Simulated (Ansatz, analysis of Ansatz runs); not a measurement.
# Cr2TeO6 (P4_2/mnm): a line between two O sites for an added hole, part 2 of 3

Question: does an added hole stay on the O atom where it is started in Cr2TeO6 (P4_2/mnm), and if so, how high is the barrier for a hop to another O site nearby? Model: a cell of 72 host atoms.

Ansatz 0.2.0; plane-wave PAW DFT, PBEsol+U; relaxation of all atoms of a supercell at fixed charge in a uniform background; PAW set soft_1.

So far. Step 2 (The cell without the carrier): The largest displacement from an ideal site is 0.041 Å.

## Step 3: The hole on the first site

The nearest neighbour or neighbours of the site start displaced and the site's starting moment is changed by the carrier's spin, since a carrier doesn't trap itself in the undistorted lattice.

A.relax/input.yaml

```yaml
crystal:
  lattice:
    - [0.0, 6.44872092, 9.0824512]
    - [6.44871104, 0.0, 9.0824512]
    - [6.44871104, 6.44872092, 0.0]
  atoms:
    - { symbol: Cr, position: [0.417444, 0.41724, 0.082672], spin: 2.0 }
    - { symbol: Cr, position: [0.419195, 0.398809, 0.58094], spin: 2.0 }
    - { symbol: Cr, position: [0.917481, 0.917192, 0.082693], spin: 2.0 }
    - { symbol: Cr, position: [0.917419, 0.91726, 0.582711], spin: 2.0 }
    - { symbol: Cr, position: [0.082404, 0.582213, 0.417736], spin: 2.0 }
    - { symbol: Cr, position: [0.082396, 0.582134, 0.917738], spin: 2.0 }
    - { symbol: Cr, position: [0.582354, 0.082214, 0.417752], spin: 2.0 }
    - { symbol: Cr, position: [0.582339, 0.08222, 0.917791], spin: 2.0 }
    - { symbol: Cr, position: [0.417461, 0.917205, 0.082689], spin: -2.0 }
    - { symbol: Cr, position: [0.417436, 0.917232, 0.582718], spin: -2.0 }
    - { symbol: Cr, position: [0.917434, 0.417206, 0.0827], spin: -2.0 }
    - { symbol: Cr, position: [0.917452, 0.417274, 0.582697], spin: -2.0 }
    - { symbol: Cr, position: [0.082425, 0.082157, 0.41775], spin: -2.0 }
    - { symbol: Cr, position: [0.082365, 0.082182, 0.917729], spin: -2.0 }
    - { symbol: Cr, position: [0.600881, 0.580504, 0.399222], spin: -2.0 }
    - { symbol: Cr, position: [0.582368, 0.582204, 0.917704], spin: -2.0 }
    - { symbol: Te, position: [0.249909, 0.249717, 0.250217] }
    - { symbol: Te, position: [0.249915, 0.249703, 0.750211] }
    - { symbol: Te, position: [0.749937, 0.749711, 0.250229] }
    - { symbol: Te, position: [0.749912, 0.749731, 0.750217] }
    - { symbol: Te, position: [0.249942, 0.749688, 0.250204] }
    - { symbol: Te, position: [0.2344, 0.7652, 0.765693] }
    - { symbol: Te, position: [0.749917, 0.249684, 0.250215] }
    - { symbol: Te, position: [0.749902, 0.249733, 0.750211] }
    - { symbol: O, position: [0.397725, 0.10189, 0.398188] }
    - { symbol: O, position: [0.397745, 0.101837, 0.898197] }
    - { symbol: O, position: [0.897776, 0.601882, 0.398158] }
    - { symbol: O, position: [0.897778, 0.601827, 0.898156] }
    - { symbol: O, position: [0.397794, 0.601808, 0.102291] }
    - { symbol: O, position: [0.397798, 0.601853, 0.602235], spin: 1.0 }
    - { symbol: O, position: [0.897808, 0.1018, 0.102299] }
    - { symbol: O, position: [0.897775, 0.101863, 0.602309] }
    - { symbol: O, position: [0.102112, 0.897507, 0.398194] }
    - { symbol: O, position: [0.102043, 0.897547, 0.898135] }
    - { symbol: O, position: [0.602078, 0.397557, 0.398148] }
    - { symbol: O, position: [0.602019, 0.397614, 0.898134] }
    - { symbol: O, position: [0.102057, 0.397549, 0.102262] }
    - { symbol: O, position: [0.102003, 0.397659, 0.602329] }
    - { symbol: O, position: [0.60209, 0.89754, 0.102282] }
    - { symbol: O, position: [0.602046, 0.897595, 0.602285] }
    - { symbol: O, position: [0.424966, 0.734052, 0.265672] }
    - { symbol: O, position: [0.424862, 0.734115, 0.765738] }
    - { symbol: O, position: [0.924919, 0.234023, 0.26574] }
    - { symbol: O, position: [0.924808, 0.234183, 0.765791] }
    - { symbol: O, position: [0.234324, 0.924632, 0.075329] }
    - { symbol: O, position: [0.23431, 0.924686, 0.575335] }
    - { symbol: O, position: [0.734357, 0.424611, 0.075305] }
    - { symbol: O, position: [0.734343, 0.424662, 0.575318] }
    - { symbol: O, position: [0.265575, 0.574716, 0.425082] }
    - { symbol: O, position: [0.265556, 0.574705, 0.925048] }
    - { symbol: O, position: [0.765499, 0.074747, 0.425124] }
    - { symbol: O, position: [0.765469, 0.074804, 0.925163] }
    - { symbol: O, position: [0.234303, 0.424679, 0.265731] }
    - { symbol: O, position: [0.234328, 0.424619, 0.765776] }
    - { symbol: O, position: [0.734307, 0.924694, 0.265764] }
    - { symbol: O, position: [0.734274, 0.924689, 0.765784] }
    - { symbol: O, position: [0.424875, 0.234086, 0.075342] }
    - { symbol: O, position: [0.424885, 0.234099, 0.575317] }
    - { symbol: O, position: [0.924914, 0.734067, 0.075344] }
    - { symbol: O, position: [0.92487, 0.734146, 0.575298] }
    - { symbol: O, position: [0.265514, 0.074771, 0.23467] }
    - { symbol: O, position: [0.265481, 0.074759, 0.734668] }
    - { symbol: O, position: [0.765529, 0.57474, 0.234665] }
    - { symbol: O, position: [0.765516, 0.574798, 0.734638] }
    - { symbol: O, position: [0.07502, 0.765248, 0.234647] }
    - { symbol: O, position: [0.074935, 0.76529, 0.734665] }
    - { symbol: O, position: [0.574932, 0.265354, 0.234677] }
    - { symbol: O, position: [0.574924, 0.265343, 0.734711] }
    - { symbol: O, position: [0.074946, 0.26534, 0.42511] }
    - { symbol: O, position: [0.074953, 0.265267, 0.92511] }
    - { symbol: O, position: [0.574976, 0.765285, 0.425116] }
    - { symbol: O, position: [0.574971, 0.765285, 0.925118] }
total_charge: 1
basis:
  ecutwfc: 420
  xc_grid: 2
hamiltonian:
  xc: pbesol
  hubbard:
    sites: [{ species: Cr, l: d, u_eff: 4.0 }, { species: O, l: p, u_eff: 7.0 }]
    projectors: ortho-atomic
  pseudopotentials: { kind: paw, azcp: { folder: soft_1 }, xc_functional: pbe }
kpoints:
  mp_grid: { grid: [1, 1, 1] }
magnetization:
  spin_polarized: true
  initial_magnetization: 1
  spin_locking: { lock_magnetization: hard }
scf:
  occupations: { method: fermi_dirac, width: 0.01 }
  max_iter: 120
  lower_state_search: "off"
output:
  forces: true
relax:
  f_tol: 0.015
  max_steps: 70
  escape_saddle: false
checkpoint:
  write: "../A.relax.run"
  compress: false
  write_wavefunctions: true
  write_every: 100000
```

Started as:

```bash
> ansatz run input.yaml --threads 8 --pin off --max-ram 17899MiB --backend cpu --events-out ev --progress --plain --runs-dir out
```

Numbers of over 12 decimals in the logs are rounded to 6 here.

The program printed:

```text
[...]
Crystal: 72 atoms, lattice volume = 755.405 Å³
Basis set: ecut = 420 eV, 14795 PW (Γ), exchange–correlation on 150×150×128 points (8 copies of the dense FFT grid, shifted against one another)
Bands: 392, of which v1, the nominal top of the filled ones, is band 320 counted from 1 (319 counted from 0)
Symmetry: 1 space group operations
[...]
k-points: 1
[...]
Starting moments: Σ|m| = 33 μB on 17 of 72 sites
[...]
SCF iter   1: F=—  HF=-135498.692818 eV  |F-HF|=—  |Δ(HF+E_count)|=         —  Δρ=6.84e-2 (↑6.81e-2 ↓6.84e-2)  dr2=6.36e1  dr2_m=1.72e1  M=1.000 μB ∫|m|=51.912 μB  β_m=0.30  ethr=3.10e-3  ⟨swp⟩=5.0  Hψ=2894  notcnv=0  defer=16
[...]
SCF iter  10: F=-135562.790393 eV  HF=-135562.790393 eV  |F-HF|=4.30e-7  |Δ(HF+E_count)|=   5.99e-7  Δρ=1.23e-5 (↑1.23e-5 ↓1.09e-5)  dr2=2.89e-6  dr2_m=1.64e-7  M=1.000 μB ∫|m|=52.592 μB  ethr=8.80e-10  ⟨swp⟩=4.0  Hψ=2334  notcnv=0
SCF 1 converged in 10 iterations: F = -135562.790393 eV  dr2 = 2.89e-6
[...]
relax step   1: F+E_penalty+E_count = -135562.79039281 eV  Δ(F+E_penalty+E_count) = +0.000e0 eV  max|allowed force component| = 6.218e0 eV/Å  Δτ_max = 0.0000 Å  (10 SCF iters, dr2 threshold 5.63e-6 eV, accepted)
[...]
relax step   2: F+E_penalty+E_count = -135563.59030807 eV  Δ(F+E_penalty+E_count) = -7.999e-1 eV  max|allowed force component| = 1.450e0 eV/Å  Δτ_max = 0.0798 Å  (6 SCF iters, dr2 threshold 1.00e-4 eV, accepted)
relax step   3: F+E_penalty+E_count = -135562.62204443 eV  Δ(F+E_penalty+E_count) = +9.683e-1 eV  max|allowed force component| = 2.533e0 eV/Å  Δτ_max = 0.2000 Å  (8 SCF iters, dr2 threshold 1.00e-4 eV, rejected (line search))
relax step   4: F+E_penalty+E_count = -135563.78727684 eV  Δ(F+E_penalty+E_count) = -1.970e-1 eV  max|allowed force component| = 1.655e-1 eV/Å  Δτ_max = 0.0602 Å  (11 SCF iters, accepted)
relax step   5: F+E_penalty+E_count = -135563.79308574 eV  Δ(F+E_penalty+E_count) = -5.809e-3 eV  max|allowed force component| = 1.533e-1 eV/Å  Δτ_max = 0.0073 Å  (6 SCF iters, dr2 threshold 1.71e-6 eV, accepted)
relax step   6: F+E_penalty+E_count = -135563.79379236 eV  Δ(F+E_penalty+E_count) = -7.066e-4 eV  max|allowed force component| = 1.689e-2 eV/Å  Δτ_max = 0.0034 Å  (5 SCF iters, dr2 threshold 1.47e-6 eV, accepted)
SCF iter   1: F=—  HF=-135563.793365 eV  |F-HF|=—  |Δ(HF+E_count)|=         —  Δρ=6.37e-5 (↑6.25e-5 ↓6.37e-5)  dr2=2.11e-5  dr2_m=1.30e-5  M=1.000 μB ∫|m|=52.551 μB  β_m=0.30  ethr=7.46e-8  ⟨swp⟩=4.0  Hψ=1888  notcnv=0  defer=130
[...]
SCF iter   5: F=-135563.793839 eV  HF=-135563.793839 eV  |F-HF|=1.15e-8  |Δ(HF+E_count)|=   1.33e-7  Δρ=1.83e-6 (↑1.56e-6 ↓1.83e-6)  dr2=4.36e-8  dr2_m=4.50e-9  M=1.000 μB ∫|m|=52.551 μB  ethr=1.56e-11  ⟨swp⟩=4.0  Hψ=2469  notcnv=0
SCF 7 converged in 5 iterations: F = -135563.793839 eV  dr2 = 4.36e-8
relax step   7: F+E_penalty+E_count = -135563.79383933 eV  Δ(F+E_penalty+E_count) = -4.697e-5 eV  max|allowed force component| = 6.027e-3 eV/Å  Δτ_max = 0.0006 Å  (5 SCF iters, accepted)
NSCF: frozen V_eff on 1 k-points
[...]
SCF converged after 5 iterations
Magnetization: 1.0000 μB (320.0000 up, 319.0000 down)
Absolute magnetization: 52.6531 μB (∫|ρ↑−ρ↓|, with the PAW one-centre terms)
[...]
Per-site moments (μB) at R_I (Å): [(2.508396, 0.818890), (2.470361, 0.802841), (2.498349, 0.815692), [... 69 left out ...]
Free energy (F): -135563.793839 eV
[...]
Internal energy: -135563.793839 eV  (E = F + TS)
E sigma→0 (E₀):  -135563.793839 eV
Fermi energy:    9.708531 (↑ 9.808267, ↓ 9.705300) eV
[...]
--- Forces (eV/Å), atoms counted from 1 ---
  atom   1  Cr    -0.00040728    -0.00020529    -0.00025301
  atom   2  Cr    -0.00087492     0.00001719     0.00261044
  [... 12 atoms left out ...]
  atom  15  Cr    -0.00147460     0.00001963    -0.00183037
  [... 5 atoms left out ...]
  atom  21  Te    -0.00052322    -0.00147576     0.00017708
  [... 1 atom left out ...]
  atom  23  Te    -0.00602863     0.00001087    -0.00006348
  [... 6 atoms left out ...]
  atom  30  O     -0.00144017     0.00002848    -0.00053219
  [... 4 atoms left out ...]
  atom  35  O      0.00186559    -0.00003805    -0.00059901
  [... 5 atoms left out ...]
  atom  41  O      0.00010811    -0.00007347     0.00062237
  [... 6 atoms left out ...]
  atom  48  O      0.00005391     0.00005370     0.00065091
  atom  49  O     -0.00010048     0.00043107    -0.00081674
  [... 18 atoms left out ...]
  atom  68  O     -0.00015289    -0.00045306    -0.00082209
  [... 4 atoms left out ...]
  max |Σ_I F_I| component: 1.28e-4 eV/Å
--- Band table (eV) ---
[...]
Occupation matrices written to <dir>
--- Relaxed structure (7 steps of the walk, 6 accepted, 0 SCFs on fresh bases) ---
  F+E_penalty+E_count = -135563.79383933 eV   max|allowed force component| = 6.027e-3 eV/Å
  atoms:
    - { symbol: Cr, position: [0.418773, 0.415965, 0.083320] }
    - { symbol: Cr, position: [0.421193, 0.407154, 0.578941] }
    [... 12 atoms left out ...]
    - { symbol: Cr, position: [0.589393, 0.579390, 0.410740] }
    [... 5 atoms left out ...]
    - { symbol: Te, position: [0.249483, 0.750213, 0.249228] }
    [... 1 atom left out ...]
    - { symbol: Te, position: [0.750049, 0.249543, 0.250084] }
    [... 6 atoms left out ...]
    - { symbol: O, position: [0.403996, 0.599445, 0.596135] }
    [... 4 atoms left out ...]
    - { symbol: O, position: [0.602554, 0.396974, 0.397583] }
    [... 5 atoms left out ...]
    - { symbol: O, position: [0.425266, 0.732931, 0.266930] }
    [... 6 atoms left out ...]
    - { symbol: O, position: [0.733201, 0.424996, 0.574870] }
    - { symbol: O, position: [0.266889, 0.574747, 0.426076] }
    [... 18 atoms left out ...]
    - { symbol: O, position: [0.574055, 0.267581, 0.733248] }
    [... 4 atoms left out ...]
```

The job ended after 58 s (8 threads of Arm Neoverse V2, shared host; peak memory 2.2 GiB; 7.3 min of CPU time).

The steps of the relaxation:

```csv
step,energy less that of the first step (eV),largest force component (eV/Å)
1,0.0000,6.2181
2,-0.7999,1.4497
3,0.1683,2.5333
4,-0.9969,0.1655
5,-1.0027,0.1533
6,-1.0034,0.0169
7,-1.0034,0.0060
```

Relaxation step 3 was tried and not accepted.

The atoms that moved most (Å):

```csv
atom,dx,dy,dz,length
Cr15,0.067,0.000,-0.114,0.133
Cr2,0.041,0.000,0.094,0.102
O34,0.100,0.000,-0.001,0.100
O30,-0.055,0.001,0.034,0.065
Cr3,0.050,0.000,-0.022,0.054
Cr14,0.051,0.000,0.018,0.054
O66,-0.012,0.012,0.034,0.038
O50,-0.010,-0.012,0.034,0.037
```

The moves above count from the input, in which the site's nearest neighbours were already displaced; the distances below compare with the cell without the carrier.

Distances from O30 without and with the hole:

```csv
atom,without (Å),with (Å)
Te22,1.91,2.14
Cr2,1.99,2.09
Cr15,1.99,2.00
O35,2.63,2.59
```

The largest changes of the moments are 0.80 μB on O30, 0.05 μB on Cr15 and -0.05 μB on Cr2. The largest part sits on the chosen site.

## Step 4: The hole on the second site

The same start is made on the second site, to get the end of the hop.

B.relax/input.yaml

```yaml
crystal:
  lattice:
    - [0.0, 6.44872092, 9.0824512]
    - [6.44871104, 0.0, 9.0824512]
    - [6.44871104, 6.44872092, 0.0]
  atoms:
    - { symbol: Cr, position: [0.417444, 0.41724, 0.082672], spin: 2.0 }
    - { symbol: Cr, position: [0.399036, 0.418968, 0.601099], spin: 2.0 }
[... 12 atom lines left out ...]
    - { symbol: Cr, position: [0.580722, 0.600663, 0.419381], spin: -2.0 }
[... 14 atom lines left out ...]
    - { symbol: O, position: [0.397798, 0.601853, 0.602235] }
[... 4 atom lines left out ...]
    - { symbol: O, position: [0.602078, 0.397557, 0.398148], spin: 1.0 }
[... 5 atom lines left out ...]
    - { symbol: O, position: [0.424966, 0.734052, 0.265672] }
[... 6 atom lines left out ...]
    - { symbol: O, position: [0.734343, 0.424662, 0.575318] }
[... 23 atom lines left out ...]
    - { symbol: O, position: [0.574971, 0.765285, 0.925118] }
total_charge: 1
basis:
  ecutwfc: 420
  xc_grid: 2
hamiltonian:
  xc: pbesol
  hubbard:
    sites: [{ species: Cr, l: d, u_eff: 4.0 }, { species: O, l: p, u_eff: 7.0 }]
    projectors: ortho-atomic
  pseudopotentials: { kind: paw, azcp: { folder: soft_1 }, xc_functional: pbe }
kpoints:
  mp_grid: { grid: [1, 1, 1] }
magnetization:
  spin_polarized: true
  initial_magnetization: 1
  spin_locking: { lock_magnetization: hard }
scf:
  occupations: { method: fermi_dirac, width: 0.01 }
  max_iter: 120
  lower_state_search: "off"
output:
  forces: true
relax:
  f_tol: 0.015
  max_steps: 70
  escape_saddle: false
checkpoint:
  write: "../B.relax.run"
  compress: false
  write_wavefunctions: true
  write_every: 100000
```

The program printed:

```text
[...]
Crystal: 72 atoms, lattice volume = 755.405 Å³
Basis set: ecut = 420 eV, 14795 PW (Γ), exchange–correlation on 150×150×128 points (8 copies of the dense FFT grid, shifted against one another)
Bands: 392, of which v1, the nominal top of the filled ones, is band 320 counted from 1 (319 counted from 0)
Symmetry: 1 space group operations
[...]
k-points: 1
[...]
Starting moments: Σ|m| = 33 μB on 17 of 72 sites
[...]
SCF iter   1: F=—  HF=-135498.693359 eV  |F-HF|=—  |Δ(HF+E_count)|=         —  Δρ=6.84e-2 (↑6.81e-2 ↓6.84e-2)  dr2=6.36e1  dr2_m=1.72e1  M=1.000 μB ∫|m|=51.913 μB  β_m=0.30  ethr=3.10e-3  ⟨swp⟩=5.0  Hψ=2894  notcnv=0  defer=16
[...]
Occupation matrices written to <dir>
--- Relaxed structure (7 steps of the walk, 6 accepted, 0 SCFs on fresh bases) ---
  F+E_penalty+E_count = -135563.79383934 eV   max|allowed force component| = 6.033e-3 eV/Å
  atoms:
    - { symbol: Cr, position: [0.416177, 0.418561, 0.081998] }
    - { symbol: Cr, position: [0.407366, 0.420981, 0.592768] }
[...]
- { symbol: Cr, position: [0.579602, 0.589182, 0.420532] }
[...]
- { symbol: Te, position: [0.249004, 0.750693, 0.249709] }
    - { symbol: Te, position: [0.249755, 0.749838, 0.750378] }
[...]
- { symbol: O, position: [0.397185, 0.602342, 0.602945] }
[...]
- { symbol: O, position: [0.599657, 0.403784, 0.400480] }
    [... 5 atoms left out ...]
    - { symbol: O, position: [0.425208, 0.732989, 0.266988] }
    [... 6 atoms left out ...]
    - { symbol: O, position: [0.733143, 0.425054, 0.574929] }
    - { symbol: O, position: [0.267792, 0.573843, 0.425172] }
    [... 18 atoms left out ...]
    - { symbol: O, position: [0.574959, 0.266677, 0.732344] }
    [... 4 atoms left out ...]
[key lines of the parts left out:]
SCF converged after 5 iterations
Magnetization: 1.0000 μB (320.0000 up, 319.0000 down)
Free energy (F): -135563.793839 eV
Fermi energy:    9.708529 (↑ 9.808267, ↓ 9.705297) eV
```

Run time: 58 s. Hardware: 8 threads; peak memory 2.2 GiB; 7.3 min of CPU time.

Distances from O35 without and with the hole:

```csv
atom,without (Å),with (Å)
Te23,1.91,2.14
Cr2,1.99,2.09
Cr15,1.99,2.00
O30,2.63,2.59
```

The largest changes of the moments are 0.80 μB on O35, 0.05 μB on Cr15 and -0.05 μB on Cr2. The largest part sits on the chosen site.

(Part 2 of 3 ends here.)

[Logs are printed without paths, hosts, clocks, repeated set-up lines and the standing remarks that a program may print on its own settings, such as how far it seeks lower states.]

[Hosts, paths, dates, database ids (printed as entryN), source tags and the programs' standing remarks are cut or masked in the printed files.]
